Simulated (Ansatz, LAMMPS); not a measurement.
**Localised basis functions on glassy 44SiO2-56MgO (mol %) (83 atoms)**

Aim: test how closely localised support functions follow the reference on glassy 44SiO2-56MgO (mol %) (83 atoms), and at what cost. A setting counts as converged where the r.m.s. difference of forces stays under 1 % of the r.m.s. force.

Method: Kohn-Sham DFT, PBE, PAW (set soft_2), plane waves, in Ansatz 0.2.0.

### 1. The structure

The cell holds 83 atoms: 15 Si, 19 Mg and 49 O. Its edges and angles: a = 10.007 Å, b = 10.007 Å, c = 10.007 Å, α = 90.0°, β = 90.0°, γ = 90.0°. 83 atoms (15 Si, 19 Mg, 49 O) placed at random at 2.56 g/cm³, melted at 4000 K for 10 ps at fixed volume with the Morse and Coulomb pair potential with partial charges (Pedone, Malavasi, Menziani, Cormack and Segre, J. Phys. Chem. B 110, 11780 (2006)). Quenched from 4000 K to 300 K at 30 K/ps and fixed volume, held 10 ps at zero pressure.

Limits known from the start: The quench rate of 30 K/ps is orders of magnitude faster than experiment, which tends to freeze in extra defects. The starting topology of bonds comes from the classical model, and needn't be the one that DFT or experiment would give. Only the Γ point is sampled, in a cell whose shortest periodic width is 10 Å.

### 2. How the cell was made

A classical potential makes the cell, at a small fraction of what the same run would cost in DFT.

This step: classical MD, Morse and Coulomb pair potential with partial charges (Pedone, Malavasi, Menziani, Cormack and Segre, J. Phys. Chem. B 110, 11780 (2006)) (LAMMPS 22 Jul 2025 - Update 4).

Contents of in.lmp:

```
# melt-quench of Si15Mg19O49
units metal
atom_style charge
boundary p p p
region box block 0 10.2680 0 10.2680 0 10.2680
create_box 3 box
mass 1 28.0850   # Si
mass 2 24.3050   # Mg
mass 3 15.9990   # O
create_atoms 1 random 15 279241 NULL overlap 1.5 maxtry 2000
create_atoms 2 random 19 279248 NULL overlap 1.5 maxtry 2000
create_atoms 3 random 49 279255 NULL overlap 1.5 maxtry 2000
pair_style hybrid/overlay pedone 5.5 coul/long 8.0
pair_coeff * * coul/long
pair_coeff 1 3 pedone 0.340554 2.006700 2.100000 1   # Si-O
pair_coeff 2 3 pedone 0.038908 2.281000 2.586153 5   # Mg-O
pair_coeff 3 3 pedone 0.042395 1.379316 3.618701 22   # O-O
set type 1 charge 2.4
set type 2 charge 1.2
set type 3 charge -1.2
kspace_style pppm 1.0e-4
neigh_modify delay 0 every 1 check yes
thermo_style custom step time temp pe press density
thermo_modify norm yes
timestep 0.002
thermo 100
min_style cg
minimize 1e-4 1e-4 200 2000
reset_timestep 0
velocity all create 4000 279242 mom yes dist gaussian
fix lim all nve/limit 0.05
fix lan all langevin 4000 4000 0.2 279243 zero yes
thermo 500
run 1000 post no
# [... 7 lines left out ...]
fix md all nvt temp 4000 300 0.2
run 61667 post no
unfix md
thermo 1666
fix md all npt temp 300 300 0.2 iso 0 0 2
run 5000 post no
unfix md
write_dump all custom glass.dump id type xs ys zs modify sort id
```

Run with:

```bash
> lmp -in in.lmp -log none -nocite
```

What it wrote:

```text
LAMMPS (22 Jul 2025 - Update 4)
Created orthogonal box = (0 0 0) to (10.268 10.268 10.268)
Created 15 atoms
Created 19 atoms
Created 49 atoms
PPPM initialization ...
  G vector (1/distance) = 0.38784088
  grid = 12 12 12
  estimated relative force accuracy = 4.0498647e-05
   Step          Time           Temp          PotEng         Press         Density
         0   0              0             -3.1795196      492158.49      2.5570107
        88   0.176          0             -13.187138     -7914.5064      2.5570107
Loop time of 0.0539756 s on 1 MPI rank(s) for 88 steps with 83 atoms
Minimization stats:
  Stopping criterion = energy tolerance
[... 17 lines left out ...]
[... 1 line left out ...]
Loop time of 1.84879 s on 1 MPI rank(s) for 5000 steps with 83 atoms
   Step          Time           Temp          PotEng         Press         Density
[... 12 lines left out ...]
Loop time of 21.9844 s on 1 MPI rank(s) for 61667 steps with 83 atoms
   Step          Time           Temp          PotEng         Press         Density
[... 1 line left out ...]
     68306   136.612        305.57509     -13.305149     -5415.0714      2.7321841
     69972   139.944        278.86709     -13.320556     -601.30335      2.7751249
     71638   143.276        289.22584     -13.314132      5422.6421      2.7694389
     72667   145.334        348.86638     -13.314467      8096.2984      2.7624426
Loop time of 2.3581 s on 1 MPI rank(s) for 5000 steps with 83 atoms
```

Run time: 27 s. Hardware: 1 thread of Arm Neoverse V2, shared host; peak memory 0.071 GiB.

### 3. Plane-wave single point

This run is the reference for what follows, at a cutoff of 420 eV.

Contents of input.yaml:

```yaml
crystal:
  lattice:
    - [10.00689, 0.0, 0.0]
    - [0.0, 10.00689, 0.0]
    - [0.0, 0.0, 10.00689]
  atoms:
    - { symbol: Si, position: [0.85841, 0.84181, 0.23096] }
    - { symbol: Si, position: [0.62051, 0.61112, 0.83889] }
    - { symbol: Si, position: [0.32356, 0.33228, 0.02718] }
    - { symbol: Si, position: [0.96035, 0.93886, 0.94175] }
    - { symbol: Si, position: [0.71667, 0.13994, 0.92161] }
    - { symbol: Si, position: [0.50792, 0.78834, 0.50161] }
    - { symbol: Si, position: [0.95442, 0.77135, 0.51095] }
    - { symbol: Si, position: [0.16786, 0.05633, 0.3795] }
    - { symbol: Si, position: [0.42773, 0.22933, 0.45618] }
    - { symbol: Si, position: [0.05352, 0.3608, 0.66863] }
    - { symbol: Si, position: [0.66976, 0.61064, 0.133] }
    - { symbol: Si, position: [0.07789, 0.28119, 0.17492] }
    - { symbol: Si, position: [0.17622, 0.62144, 0.99391] }
    - { symbol: Si, position: [0.71742, 0.57254, 0.54256] }
    - { symbol: Si, position: [0.80771, 0.29554, 0.4881] }
    - { symbol: Mg, position: [0.22698, 0.4788, 0.41592] }
    - { symbol: Mg, position: [0.95984, 0.07516, 0.63675] }
    - { symbol: Mg, position: [0.2213, 0.11701, 0.83464] }
    - { symbol: Mg, position: [0.32686, 0.56545, 0.69319] }
    - { symbol: Mg, position: [0.2453, 0.80608, 0.69655] }
    - { symbol: Mg, position: [0.48283, 0.03448, 0.69728] }
    - { symbol: Mg, position: [0.15024, 0.74185, 0.27497] }
    - { symbol: Mg, position: [0.85676, 0.12759, 0.19194] }
    - { symbol: Mg, position: [0.48282, 0.90768, 0.9176] }
    - { symbol: Mg, position: [0.00625, 0.64116, 0.7898] }
    - { symbol: Mg, position: [0.45249, 0.50936, 0.27263] }
    - { symbol: Mg, position: [0.63243, 0.29287, 0.218] }
    - { symbol: Mg, position: [0.55878, 0.0225, 0.23025] }
    - { symbol: Mg, position: [0.7018, 0.99916, 0.49326] }
    - { symbol: Mg, position: [0.3884, 0.78061, 0.21543] }
    - { symbol: Mg, position: [0.73788, 0.86112, 0.74172] }
    - { symbol: Mg, position: [0.89285, 0.42063, 0.95435] }
    - { symbol: Mg, position: [0.22781, 0.95837, 0.07806] }
    - { symbol: Mg, position: [0.53086, 0.30545, 0.77664] }
    - { symbol: O, position: [0.50165, 0.87089, 0.36395] }
    - { symbol: O, position: [0.51347, 0.65375, 0.13852] }
    - { symbol: O, position: [0.21582, 0.22893, 0.08879] }
    - { symbol: O, position: [0.80481, 0.26046, 0.33887] }
    - { symbol: O, position: [0.01728, 0.58439, 0.00432] }
    - { symbol: O, position: [0.30704, 0.63844, 0.33066] }
    - { symbol: O, position: [0.39182, 0.73299, 0.5928] }
    - { symbol: O, position: [0.70058, 0.56251, 0.97269] }
    - { symbol: O, position: [0.50399, 0.50941, 0.79283] }
    - { symbol: O, position: [0.46402, 0.20957, 0.61068] }
    - { symbol: O, position: [0.25674, 0.48029, 0.01756] }
    - { symbol: O, position: [0.92414, 0.80941, 0.85593] }
    - { symbol: O, position: [0.77668, 0.95396, 0.3065] }
    - { symbol: O, position: [0.07821, 0.73286, 0.5899] }
    - { symbol: O, position: [0.20777, 0.7432, 0.09119] }
    - { symbol: O, position: [0.42529, 0.95194, 0.09581] }
    - { symbol: O, position: [0.1208, 0.40557, 0.26002] }
    - { symbol: O, position: [0.5459, 0.15791, 0.37215] }
    - { symbol: O, position: [0.9719, 0.45177, 0.77028] }
    - { symbol: O, position: [0.60356, 0.65894, 0.47204] }
    - { symbol: O, position: [0.60111, 0.05302, 0.85106] }
    - { symbol: O, position: [0.8603, 0.87843, 0.58398] }
    - { symbol: O, position: [0.96745, 0.79131, 0.33833] }
    - { symbol: O, position: [0.09994, 0.98723, 0.92466] }
    - { symbol: O, position: [0.70938, 0.62296, 0.70787] }
    - { symbol: O, position: [0.70978, 0.41963, 0.53441] }
    - { symbol: O, position: [0.68491, 0.13865, 0.08114] }
    - { symbol: O, position: [0.92908, 0.91991, 0.09996] }
    - { symbol: O, position: [0.33997, 0.95214, 0.78139] }
    - { symbol: O, position: [0.58686, 0.7596, 0.86671] }
    - { symbol: O, position: [0.85405, 0.6426, 0.49595] }
    - { symbol: O, position: [0.1904, 0.42899, 0.62127] }
    - { symbol: O, position: [0.09239, 0.00572, 0.5059] }
    - { symbol: O, position: [0.44507, 0.34085, 0.12501] }
    - { symbol: O, position: [0.7201, 0.28671, 0.86713] }
    - { symbol: O, position: [0.07721, 0.21078, 0.73206] }
    - { symbol: O, position: [0.36563, 0.26466, 0.89233] }
    - { symbol: O, position: [0.84572, 0.04534, 0.9006] }
    - { symbol: O, position: [0.05781, 0.14089, 0.27653] }
    - { symbol: O, position: [0.95948, 0.34226, 0.54099] }
    - { symbol: O, position: [0.58766, 0.89566, 0.60129] }
    - { symbol: O, position: [0.78974, 0.15637, 0.57647] }
    - { symbol: O, position: [0.19776, 0.66706, 0.83897] }
    - { symbol: O, position: [0.67202, 0.49041, 0.22509] }
    - { symbol: O, position: [0.40947, 0.37904, 0.41197] }
    - { symbol: O, position: [0.95218, 0.29147, 0.08442] }
    - { symbol: O, position: [0.20919, 0.94332, 0.27774] }
    - { symbol: O, position: [0.76205, 0.7334, 0.1774] }
    - { symbol: O, position: [0.28675, 0.14852, 0.41824] }
kpoints:
  mp_grid: { grid: [1, 1, 1] }
hamiltonian:
  xc: pbe
scf:
  occupations: { method: fixed }
output:
  forces: true
  stress: true
  populations: true
  dos:
    method: { smearing: { sigma: 0.1 } }
    de: 0.1
    projected: { site_lists: { Mg: [Mg], O: [O], Si: [Si] } }
  eigenvalues: true
  write_density: true
  write_potential: true
  volumetric_format: npy
```

Run with:

```bash
> ansatz run input.yaml --threads 4 --pin off --max-ram 8192MiB --backend cpu --events-out ev --progress --plain --runs-dir out
```

What it wrote:

```text
Engine: ansatz 0.2.0, aarch64-unknown-linux-gnu
Pseudopotentials: kind: paw
Pseudopotential: Si, paw, valence charge 4, recommended cutoff 420 eV (normal), Si.paw.azcp
Pseudopotential: Mg, paw, valence charge 10, recommended cutoff 420 eV (normal), Mg.paw.azcp
Pseudopotential: O, paw, valence charge 6, recommended cutoff 420 eV (normal), O.paw.azcp
[... 5 lines on functional and potentials left out ...]
Crystal: 83 atoms, lattice volume = 1002.068 Å³
Basis set: ecut = 420 eV, 19549 PW (Γ), exchange–correlation on 144×144×144 points (8 copies of the dense FFT grid, shifted against one another)
Bands: 355, of which v1, the nominal top of the filled ones, is band 272 counted from 1 (271 counted from 0)
Symmetry: 1 space group operations
Space group: P1 (ITA 1), of the structure as read, at distance tolerance 1.0e-4 Å
k-points: 1
[... 7 lines on functional and potentials left out ...]
Initial density: superposition of atomic densities (neutral atoms: chi_scale 0, normalization atom), corrected by the library's trained network
Initial wavefunctions: pseudopotential atomic-orbital guess
Functional: x = pbe(κ = 0.804, μ = 0.219515), c = pbe(β = 0.066725)
SCF iter   1: F=—  HF=-73987.779873 eV  |F-HF|=—  |Δ(HF+E_count)|=         —  Δρ=1.98e-3  dr2=6.47e-2  ethr=1.77e-3  ⟨swp⟩=5.0  Hψ=1214  notcnv=0  defer=79
preconditioner: auto → Resta (q_TF=auto, 2.464 Å⁻¹)  ε∞=3.2  [insulator: Δε(μ)=3.225 eV  Ē_g=15.613 eV  n_scr=250 (ndim 8)  ℏωp=23.2 eV  f_vac=0.086  ε∞_Penn≈3.2]
SCF iter   2: F=—  HF=-73987.770294 eV  |F-HF|=—  |Δ(HF+E_count)|=   9.58e-3  Δρ=1.11e-3  dr2=1.80e-2  ethr=1.19e-5  ⟨swp⟩=3.0  Hψ=610  notcnv=0  defer=81
SCF iter   3: F=—  HF=-73987.769945 eV  |F-HF|=—  |Δ(HF+E_count)|=   3.49e-4  Δρ=5.33e-4  dr2=4.63e-3  ethr=3.32e-6  ⟨swp⟩=3.0  Hψ=463  notcnv=0  defer=81
SCF iter   4: F=—  HF=-73987.769582 eV  |F-HF|=—  |Δ(HF+E_count)|=   3.63e-4  Δρ=1.78e-4  dr2=3.56e-4  ethr=8.51e-7  ⟨swp⟩=3.0  Hψ=430  notcnv=0  defer=81
SCF iter   5: F=—  HF=-73987.769602 eV  |F-HF|=—  |Δ(HF+E_count)|=   1.97e-5  Δρ=1.08e-4  dr2=9.92e-5  ethr=6.54e-8  ⟨swp⟩=2.0  Hψ=530  notcnv=0  defer=81
SCF iter   6: F=—  HF=-73987.770825 eV  |F-HF|=—  |Δ(HF+E_count)|=   1.22e-3  Δρ=4.27e-5  dr2=1.64e-5  ethr=1.82e-8  ⟨swp⟩=2.0  Hψ=621  notcnv=0  defer=78
SCF iter   7: F=—  HF=-73987.770826 eV  |F-HF|=—  |Δ(HF+E_count)|=   7.50e-7  Δρ=1.27e-5  dr2=1.71e-6  ethr=3.02e-9  ⟨swp⟩=2.0  Hψ=430  notcnv=0  defer=78
SCF iter   8: F=—  HF=-73987.770827 eV  |F-HF|=—  |Δ(HF+E_count)|=   1.12e-6  Δρ=7.10e-6  dr2=4.10e-7  ethr=3.15e-10  ⟨swp⟩=2.0  Hψ=472  notcnv=0  defer=78
SCF iter   9: F=-73987.770827 eV  HF=-73987.770827 eV  |F-HF|=1.01e-8  |Δ(HF+E_count)|=   2.64e-8  Δρ=2.05e-6  dr2=4.00e-8  ethr=1.84e-11  ⟨swp⟩=21.0  Hψ=3186  notcnv=0
SCF 1 converged in 9 iterations: F = -73987.770827 eV  dr2 = 4.00e-8
  greatest PAW one-centre occupation: 1.000 electrons in one spin orbital (limit 2), on the Mg atom at site 20 (counted from 0), in its partial waves of l = 0
SCF converged after 9 iterations
Free energy (F): -73987.770827 eV
Harris-Foulkes:  -73987.770827 eV  (|F-HF|=1.01e-8)
Internal energy: -73987.770827 eV  (E = F + TS)
E sigma→0 (E₀):  -73987.770827 eV
Fermi energy:    5.102874 eV
--- Per-component energies (eV) ---
  E_band       = -7482.753024
  E_kinetic    = 10893.854475
  E_local      = -53976.080706  (includes V_loc(G=0)·N_el)
  E_nonlocal   = 4533.184142
  E_hartree    = 19766.696972
  E_xc         = -5059.109423
  E_vxc        = -6110.788418  (∫ρ·V_xc dr)
  E_paw        = -21030.017009  (= ΣΔE_a)
  E_vpaw       = -2356.433623  (= ΣTr[D̂ρ^β])
  E_aug_tail   = 0.124518  (compensation charges beyond the density's cutoff)
  E_ewald      = -29116.423798
  E_smearing   = -0.000000  (= −TS)
  E_closure    = -0.000000  (closes the sum)
  Σ components = -73987.770827   (vs F -73987.770827, Δ=0.00e0)
--- Forces (eV/Å), atoms counted from 1 ---
  atom   1  Si     0.11984728     1.26461687    -0.98404313
  atom   2  Si    -1.28255158    -1.97883555     0.68034933
  atom   3  Si     0.57784163     1.34337329     1.21044780
  atom   4  Si    -4.77826864    -2.99857807     0.27433749
  atom   5  Si    -0.70625016     0.06673688     1.02860209
  atom   6  Si     0.92629046    -0.01343948    -0.80933769
  atom   7  Si    -3.36571980     0.39024515    -2.17713641
  atom   8  Si    -2.24104226     1.00519780    -1.49761608
  atom   9  Si    -1.22820449    -1.27848288    -0.95227329
  atom  10  Si    -0.01417248    -1.12097055     0.68995609
  atom  11  Si    -2.30931386     1.56137439    -2.71605082
  atom  12  Si     3.42512744    -0.59401355     2.62965565
  atom  13  Si    -1.81205784    -3.04841741     0.37118715
  atom  14  Si     0.96762894     3.83286776     2.25579979
[...]
atom  82  O     -0.01538721    -0.91253731    -0.77063680
  atom  83  O      2.51109274     1.86029025     0.97960454
  max |Σ_I F_I| component: 6.30e-5 eV/Å
--- Stress (GPa, compression-positive) ---
        6.923598      -0.398972      -1.588036
       -0.398971       5.704959      -0.750194
       -1.588036      -0.750193       4.423737
  P = ⅓ Tr σ = 5.6841 GPa (56.841 kbar)
--- Band table (eV) ---
  k-point 0: bands = ["-69.7408", "-69.6957", "-69.1004", "-69.0236", [... 339 levels ...], "15.3713", "15.4099", "15.4778", "15.5006", "15.5552", "15.5959", "15.6527", "15.7075", "15.7677", "15.8635", "15.9347", "15.9508"]
--- Löwdin populations: 83 sites ---
  site symbol       q [e]
     0     Si      2.2740
     1     Si      2.3150
     2     Si      2.3284
[...]
82      O      6.8176
  spilling = 0.010372 (of n_electrons = 544.000000)
```

It took 16 s on 4 threads of Arm Neoverse V2, shared host; peak memory 1.3 GiB.

Reading the cycles: dr2 is the Hartree energy of the density residual (eV), the measure of convergence; HF is the Harris–Foulkes estimate of the energy, which meets the free energy F at convergence.

Read from the output:

| Property | Result |
| --- | --- |
| free energy | -73987.7708 eV |
| free energy per atom | -891.4189 eV/atom |
| SCF cycles | 9 |
| pressure | 5.684 GPa |
| r.m.s. force component | 1.457 eV/Å |
| longest force | 6.312 eV/Å |
| Fermi energy | 5.103 eV |
| gap (highest filled to lowest empty level) | 3.148 eV |
| spilling of the projection | 0.01037 |

The r.m.s. force component of 1.5 eV/Å sets the scale for the differences below.

### 4. Support functions low

The cell is solved in localised support functions.

This step: Kohn-Sham DFT, PBE, PAW (set soft_2), localised support functions (low) (Ansatz 0.2.0).

input.yaml, the sections that differ from step 3:

```yaml
scf:
  occupations: { method: fixed }
  eigensolver: { kind: { support_functions: { accuracy: low } } }
  max_iter: 150
output:
  forces: true
  eigenvalues: true
# crystal, kpoints, hamiltonian: as in step 3
```

What it wrote:

```text
Warning: scf.eigensolver.kind.support_functions: disabling space-group detection — the functions' gradient is summed over unrotated k-points, so no spatial operation reduces the k-mesh or symmetrises the density; time reversal is kept, so that k and −k are solved as one point where they differ and the mesh holds both, and exact exchange and, on two spinor components, a DFT+U term hold to it where the run has them: [...]
settings of this run that can trade accuracy for cost: scf.eigensolver.kind.support_functions; scf.eigensolver.kind.support_functions.accuracy: low [...]
[...]
Crystal: 83 atoms, lattice volume = 1002.068 Å³
Basis set: ecut = 420 eV, 19549 PW (Γ), exchange–correlation on 144×144×144 points (8 copies of the dense FFT grid, shifted against one another)
Bands: 327, of which v1, the nominal top of the filled ones, is band 272 counted from 1 (271 counted from 0)
Symmetry: 1 space group operations
k-points: 1
[...]
SCF iter   1: F=—  HF=-73983.776535 eV  |F-HF|=—  |Δ(HF+E_count)|=         —  Δρ=1.07e-1  dr2=1.24e2  ethr=1.00e-1
[...]
SCF iter  11: F=—  HF=-73988.127643 eV  |F-HF|=—  |Δ(HF+E_count)|=   1.99e-3  Δρ=4.13e-5  dr2=2.27e-5  ethr=2.55e-8  κ⁻¹=1.4e-5(r=7)
SCF iter  12: F=-73988.129128 eV  HF=-73988.129133 eV  |F-HF|=4.76e-6  |Δ(HF+E_count)|=   1.49e-3  Δρ=3.20e-5  dr2=9.40e-6  ethr=4.17e-9
SCF 1 converged in 12 iterations: F = -73988.144782 eV  dr2 = 9.40e-6
[...]
SCF converged after 12 iterations
Stability not checked: this state was not tested for a lower state beside it, because the mixer in use, unlike msr1, does not test its closes by its own steps (another_mixer; see scf.mixing.algorithm and scf.lower_state_search)
Free energy (F): -73988.144782 eV
[...]
Internal energy: -73988.144782 eV  (E = F + TS)
E sigma→0 (E₀):  -73988.144782 eV
Fermi energy:    5.102169 eV
[...]
Σ components = -73988.144782   (vs F -73988.144782, Δ=0.00e0)
--- Forces (eV/Å), atoms counted from 1 ---
  atom   1  Si     0.11973473     1.26511457    -0.98392404
  atom   2  Si    -1.28239124    -1.97807545     0.68015904
  atom   3  Si     0.57745352     1.34349395     1.21082628
  atom   4  Si    -4.77850462    -2.99845168     0.27389934
[...]
atom  83  O      2.51114514     1.86070530     0.98014880
  max |Σ_I F_I| component: 4.20e-3 eV/Å
--- Band table (eV) ---
[...]
```

It took 1.7 min on 4 threads; peak memory 2.9 GiB.

The program notes that the band table was not solved further than the SCF left it and it switched symmetry off.

Keys that differ from the reference: support_functions.accuracy = "low" and scf.max_iter = 150.

Forces differ from the reference by 0.69 meV/Å r.m.s., 0.047 % of their size, well within a tolerance of 1 %; the energy by -4.5 meV/atom. It took roughly 6.4 times the reference's time (one timing each, with unlike analyses asked), in 12 cycles against 9.

(Part 1 of 3 ends here.)

[Long decimals in the printed logs are rounded to 6 places.]

[Logs are printed without paths, hosts, clocks, repeated set-up lines and the standing remarks that a program may print on its own settings, such as how far it seeks lower states.]

[Hosts, paths, dates, database ids (printed as entryN), source tags and the programs' standing remarks are cut or masked in the printed files.]
